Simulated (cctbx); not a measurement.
## Accept or mend?

Cell a = 6.7790 Å, b = 4.1430 Å, c = 7.9090 Å, α = 90.00°, β = 90.00°, γ = 90.00°; space group Pnma (no. 62). The compound is SnPW.

Simulated single-crystal data (cctbx): synchrotron X-rays, λ = 0.6889 Å, to d = 0.77 Å, 70 % of the full sphere, strongest reflection 70000 counts, noise from counting, a 1.5 % proportional error and a noise floor of 15 counts (s.d.); no absorption.

An anisotropic refinement with weights 1/σ² prints:

```text
Rint 0.014, 288 unique reflections to 0.77 A
cycle     R1     wR2    GooF  max shift (A)
   1  0.0275  0.0602   4.515   0.00283
   2  0.0093  0.0225   1.687   0.00000
final R1 0.0093 wR2 0.0225 GooF 1.687  parameters 18  data/parameter 16.0
atom        x        y        z      Ueq    occ   su(xyz)  su(Uiso or U11)
W1     0.65673  0.75000  0.94170   0.0088  1.000  0.00003  0.0001
Sn1    0.46729  0.25000  0.67992   0.0064  1.000  0.00005  0.0002
Cl1    0.77322  0.75000  0.62470   0.0168  1.000  0.00021  0.0007
difference map: max 0.63 min -1.22 rms 0.21
Q1    0.2498  0.2500  0.1493    4    0.64  0.96 A from W1
Q2    0.1311  0.7500  0.5838    4    0.55  0.27 A from W1
Q3    0.2137  0.7500  0.3839    4    0.48  1.43 A from W1
Q4    0.0331  0.7500  0.4827    4    0.46  1.03 A from W1
Q5    0.0594  0.1331  0.2537    8    0.46  1.56 A from Cl1
Q6    0.2439  0.2500  0.0395    4    0.46  0.69 A from W1
```

**Question.** Can this result stand? If not, what is the likely fault?

Mend it. The fault: wrong element: Cl1 is P. Against the right model at the same level, R1 goes from 0.0064 to 0.0093 and GooF from 0.97 to 1.69 and U of Cl1 swells from 0.0114 to 0.0168 Å². Cl1 has 2 electrons too many and its U swells to shed them, as expected (near an absorption edge f′ can widen the mismatch well beyond the difference in Z).

The compound is SnPW. The right model at the same level gives:

```text
Rint 0.014, 288 unique reflections to 0.77 A
cycle     R1     wR2    GooF  max shift (A)
   1  0.0212  0.0491   3.680   0.00316
   2  0.0064  0.0130   0.974   0.00000
final R1 0.0064 wR2 0.0130 GooF 0.974  parameters 18  data/parameter 16.0
atom        x        y        z      Ueq    occ   su(xyz)  su(Uiso or U11)
W1     0.65672  0.75000  0.94169   0.0089  1.000  0.00002  0.0001
Sn1    0.46728  0.25000  0.67988   0.0065  1.000  0.00003  0.0001
P1     0.77316  0.75000  0.62469   0.0114  1.000  0.00012  0.0004
difference map: max 0.54 min -0.65 rms 0.14
Q1    0.2494  0.2500  0.1520    4    0.55  0.98 A from W1
Q2    0.1445  0.7500  0.9397    4    0.44  1.01 A from P1
Q3    0.0590  0.1390  0.2538    8    0.41  1.56 A from P1
Q4    0.0355  0.7500  0.4805    4    0.41  1.03 A from W1
Q5    0.2150  0.7500  0.3881    4    0.41  1.40 A from W1
Q6    0.9990  0.2500  0.7484    4    0.41  0.61 A from Sn1
```

The model was made for the exercise: a known structure type with other elements put in, its volume estimated, not relaxed; displacement parameters are assumed.

[Middle refinement cycles are left out of these outputs.]

[Logs are printed without paths, hosts, clocks, repeated set-up lines and the standing remarks that a program may print on its own settings, such as how far it seeks lower states.]
